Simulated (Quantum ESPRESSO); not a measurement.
# ZnSe (Stilleite): from the cell to the phonon bands, part 3 of 3

Wanted: phonon bands, density of states and zone-centre response of ZnSe (Stilleite).

Quantum ESPRESSO 7.5; DFT LDA, scalar-relativistic, plane waves, JTH PAW pseudopotentials.

So far, highest frequency (cm⁻¹): step 7 (interpolated phonon bands) 253. The relaxed cell has a = 5.566 Å (conventional setting).

## 10. Sum rules set otherwise (asr crystal)

The rule can be imposed in more than one way; the choices should agree where the raw error is small.

Input file dynmat.in:

```
&INPUT
  fildyn = 'x.dyn1'
  asr    = 'crystal'
  fileig = 'dynmat.eig'
  lperm  = .true.
/
```

Run with:

```sh
dynmat.x -in dynmat.in > dynmat.out
```

Numbers of over 12 decimals in the logs are rounded to 6 here.

What it wrote:

```text
[banner, memory and clock lines left out]
Program DYNMAT v.7.5

     Reading Dynamical Matrix from file x.dyn1
     ...Force constants read
     ...epsilon and Z* read
     Acoustic Sum Rule: || Z*(ASR) - Z*(orig)|| =    5.893926E-02
     Acoustic Sum Rule: ||dyn(ASR) - dyn(orig)||=    2.859543E-04
     A direction for q was not specified:TO-LO splitting will be absent

     Polarizability (A^3 units)
     multiply by 0.295751 for Clausius-Mossotti correction
        24.508303   -0.000000   -0.000000
        -0.000000   24.508303   -0.000000
        -0.000000   -0.000000   24.508303

     IR activities are in (D/A)^2/amu units

# mode   [cm-1]    [THz]      IR
    1     -0.00   -0.0000    0.0000
    2      0.00    0.0000    0.0000
    3      0.00    0.0000    0.0000
    4    219.20    6.5716    2.6085
    5    219.20    6.5716    2.6085
    6    219.20    6.5716    2.6085

Electronic dielectric permittivity tensor (relative, adimensional)
         8.143684   -0.000000   -0.000000
        -0.000000    8.143684   -0.000000
        -0.000000   -0.000000    8.143684

 ... with zone-center polar mode contributions
        10.829274    0.000000    0.000000
         0.000000   10.829274    0.000000
         0.000000    0.000000   10.829274
```

Elapsed: 0.68 s, on 1 thread of Intel Xeon 6975P-C (Granite Rapids), shared host.

Zone-centre frequencies as printed; negative means imaginary. Modes:

```tsv
mode	frequency (cm⁻¹)
1	0
2	0
3	0
4	219.2
5	219.2
6	219.2
```

Against the first rule no mode moves by more than 0.1 cm⁻¹.

## 11. Sum rules set otherwise: a sum rule for molecules or wires on a crystal

This rule also removes rotations, which suits wires and not a crystal; it is tried to see the harm.

Input file dynmat.in:

```
&INPUT
  fildyn = 'x.dyn1'
  asr    = 'one-dim'
  fileig = 'dynmat.eig'
  lperm  = .true.
/
```

Run with:

```sh
dynmat.x -in dynmat.in > dynmat.out
```

What it wrote:

```text
[banner, memory and clock lines left out]
Program DYNMAT v.7.5

     Reading Dynamical Matrix from file x.dyn1
     ...Force constants read
     ...epsilon and Z* read
asr rotation axis in 1D system=    3
     Acoustic Sum Rule: || Z*(ASR) - Z*(orig)|| =    2.844548E+00
     Acoustic Sum Rule: ||dyn(ASR) - dyn(orig)||=    2.601615E-01
     A direction for q was not specified:TO-LO splitting will be absent

     Polarizability (A^3 units)
     multiply by 0.295751 for Clausius-Mossotti correction
        24.508303   -0.000000   -0.000000
        -0.000000   24.508303   -0.000000
        -0.000000   -0.000000   24.508303

     IR activities are in (D/A)^2/amu units

# mode   [cm-1]    [THz]      IR
    1     -0.00   -0.0000    0.0000
    2     -0.00   -0.0000    0.0000
    3      0.00    0.0000    0.0000
    4      0.00    0.0000    0.0000
    5    219.20    6.5716    2.6085
    6    219.20    6.5716    2.6085

Electronic dielectric permittivity tensor (relative, adimensional)
         8.143684   -0.000000   -0.000000
        -0.000000    8.143684   -0.000000
        -0.000000   -0.000000    8.143684

 ... with zone-center polar mode contributions
         9.486479   -1.342795   -0.000000
        -1.342795    9.486479    0.000000
        -0.000000    0.000000   10.829274
```

The job ended after 0.65 s (1 thread).

The run ended normally, but on settings that are not sound.

The fault: a sum rule for molecules or wires on a crystal; 1 optical mode is projected out to zero frequency, as if it were a rotation, and the static dielectric tensor is spoilt.

For a crystal the rule has to be 'simple' or 'crystal'.

Zone-centre frequencies as printed; negative means imaginary. Modes:

```tsv
mode	frequency (cm⁻¹)
1	0
2	0
3	0
4	0
5	219.2
6	219.2
```

## 12. Modes along a direction of q (1 0 0)

A longitudinal polar mode sets up a macroscopic field that stiffens it; the term hangs on the direction from which q goes to zero.

Input file dynmat.in:

```
&INPUT
  fildyn = 'x.dyn1'
  asr    = 'simple'
  fileig = 'dynmat.eig'
  q(1)   = 1.0
  q(2)   = 0.0
  q(3)   = 0.0
/
```

Run with:

```sh
dynmat.x -in dynmat.in > dynmat.out
```

What it wrote:

```text
[banner, memory and clock lines left out]
Program DYNMAT v.7.5

     Reading Dynamical Matrix from file x.dyn1
     ...Force constants read
     ...epsilon and Z* read

     Polarizability (A^3 units)
     multiply by 0.295751 for Clausius-Mossotti correction
        24.508303   -0.000000   -0.000000
        -0.000000   24.508303   -0.000000
        -0.000000   -0.000000   24.508303

     IR activities are in (D/A)^2/amu units

# mode   [cm-1]    [THz]      IR
    1      0.00    0.0000    0.0000
    2      0.00    0.0000    0.0000
    3      0.00    0.0000    0.0000
    4    219.16    6.5704    2.6085
    5    219.16    6.5704    2.6085
    6    252.74    7.5770    2.6085
```

The job ended after 0.67 s (1 thread).

Read from the output:

```
highest mode moved by the LO-TO term : 252.7 cm⁻¹
```

Zone-centre frequencies as printed; negative means imaginary. Modes:

```tsv
mode	frequency (cm⁻¹)
1	0
2	0
3	0
4	219.2
5	219.2
6	252.7
```

The field moves one mode, from 219 to 253 cm⁻¹; the others stay.

## 13. The dispersion under another sum rule (asr all)

The sum rule corrects the force constants themselves, so it can shift branches at any wavevector, low ones most.

Input file matdyn.in:

```
&INPUT
  asr              = 'all'
  flfrc            = 'x.fc'
  flfrq            = 'x.freq'
  flvec            = 'x.modes'
  q_in_band_form   = .true.
  q_in_cryst_coord = .true.
/
8
  0.0000000   0.0000000   0.0000000   8  ! GAMMA
 -0.0000000   0.5000000   0.5000000   8  ! X
 -0.0000000   0.6250000   0.3750000   1  ! U
 -0.3750000   0.3750000   0.0000000   8  ! K
  0.0000000   0.0000000   0.0000000   8  ! GAMMA
 -0.0000000   0.5000000   0.0000000   8  ! L
 -0.2500000   0.5000000   0.2500000   8  ! W
 -0.0000000   0.5000000   0.5000000   1  ! X
```

Run with:

```sh
matdyn.x -in matdyn.in > matdyn.out
```

What it wrote:

```text
[banner, memory and clock lines left out]
Program MATDYN v.7.5

 mass for atomic type   1 not given; uses mass from file x.fc
 mass for atomic type   2 not given; uses mass from file x.fc

     WARNING: To use asr = 'all' for infrared-active solids, i.e., solids with nonzero
     Born effective charge, one must set read_lr = .true. in the matdyn.x input. Also,
     the flfrc file must have been constructed with write_lr = .true. in the q2r.x input.
     If the system is infrared inactive and you have nonzero Born effective charge due to
     numerical noise, you can ignore this warning.

 Norm of the difference between old and new effective charges:    1.4134e-16

 Huang before:    1   1   1   2,   residual stress:   0.000000
 Huang before:    1   1   1   3,   residual stress:   0.000000
 Huang before:    1   1   2   2,   residual stress:  -0.000000
 Huang before:    1   1   2   3,   residual stress:   0.000000
 Huang before:    1   1   3   3,   residual stress:  -0.000000
 Huang before:    1   2   1   3,   residual stress:   0.000000
 Huang before:    1   2   2   2,   residual stress:  -0.000000
 Huang before:    1   2   2   3,   residual stress:   0.000000
 Huang before:    1   2   3   3,   residual stress:   0.000000
 Huang before:    1   3   2   2,   residual stress:  -0.000000
 Huang before:    1   3   2   3,   residual stress:  -0.000000
 Huang before:    1   3   3   3,   residual stress:  -0.000000
 Huang before:    2   2   2   3,   residual stress:   0.000000
 Huang before:    2   2   3   3,   residual stress:  -0.000000
 Huang before:    2   3   3   3,   residual stress:   0.000000

 Norm of the difference between old and new force-constants:   3.57443e-05

   You are using asr="all", please consider citing C. Lin, S. Ponc\'e and N. Marzari, npj Comput Mater 8, 236 (2022).
```

Run time: 0.7 s. Hardware: 1 thread.

At the labelled points the branches move by no more than 0.3 cm⁻¹. The log warns that this rule wants the long-range part of the force constants stored apart (write_lr, read_lr) in a polar crystal, which was not done.

## 14. Outcome

```yaml
space_group_after_relaxation: F-43m
volume_per_atom: 21.6 Å³
gap_on_the_k_mesh: 1.26 eV
highest_optical_zone_centre_mode_no_lo_to_term: 219.2 cm⁻¹
highest_mode_moved_by_the_lo_to_term: 252.7 cm⁻¹
mean_high_frequency_dielectric_constant: 8.14
largest_born_charge_in_size_third_of_the_trace: 2.04 e
mean_static_dielectric_constant: 10.8
q_mesh: 4×4×4
lowest_mode_on_the_q_mesh_acoustic_ones_at_the_zone_centre_apart: 44.0 cm⁻¹
zero_point_energy_per_atom: 29.9 meV
heat_capacity_at_300_k: 23.5 J/(mol atoms K)
vibrational_entropy_at_300_k: 35.5 J/(mol atoms K)
imaginary_modes_on_the_q_mesh: none
```

**Reading.** ZnSe (Stilleite) is dynamically stable on the 4×4×4 mesh; its spectrum reaches 253 cm⁻¹. At the LDA level the optical modes of ZnSe (Stilleite) at the zone centre (no LO-TO term) lie at 219 cm⁻¹. Along the directions run, the highest mode that the macroscopic field moves lies at 253 cm⁻¹. Lattice motion raises the mean dielectric constant from 8.144 to 10.83. The Born charge of Se is -2.035 e against a formal charge of -2, close to the ionic value. The Lyddane-Sachs-Teller relation holds: (ωLO/ωTO)² is 1.33 and ε₀/ε∞ is 1.33. These are harmonic frequencies at zero temperature: anharmonic shifts and linewidths and thermal expansion are left out.

Comparison with the measured values:

```
             quantity  measured  LDA JTH, Quantum ESPRESSO
Raman mode, TO (cm⁻¹)       207               219 (+5.9 %)
```

Measured values from arxiv:2008.07187 (2020).

**Verdict.** The Raman mode is off by +5.9 %: fair agreement. The grades are ours: good and fair within 3 and 7 % for the Raman mode. For Raman mode the calculation has a static lattice, without zero-point motion or thermal expansion.

[Host names and launcher messages were left out of these logs when they were recorded.]

[Logs are printed without paths, hosts, clocks, repeated set-up lines and the standing remarks that a program may print on its own settings, such as how far it seeks lower states.]

[Hosts, paths, dates, database ids (printed as entryN), source tags and the programs' standing remarks are cut or masked in the printed files.]
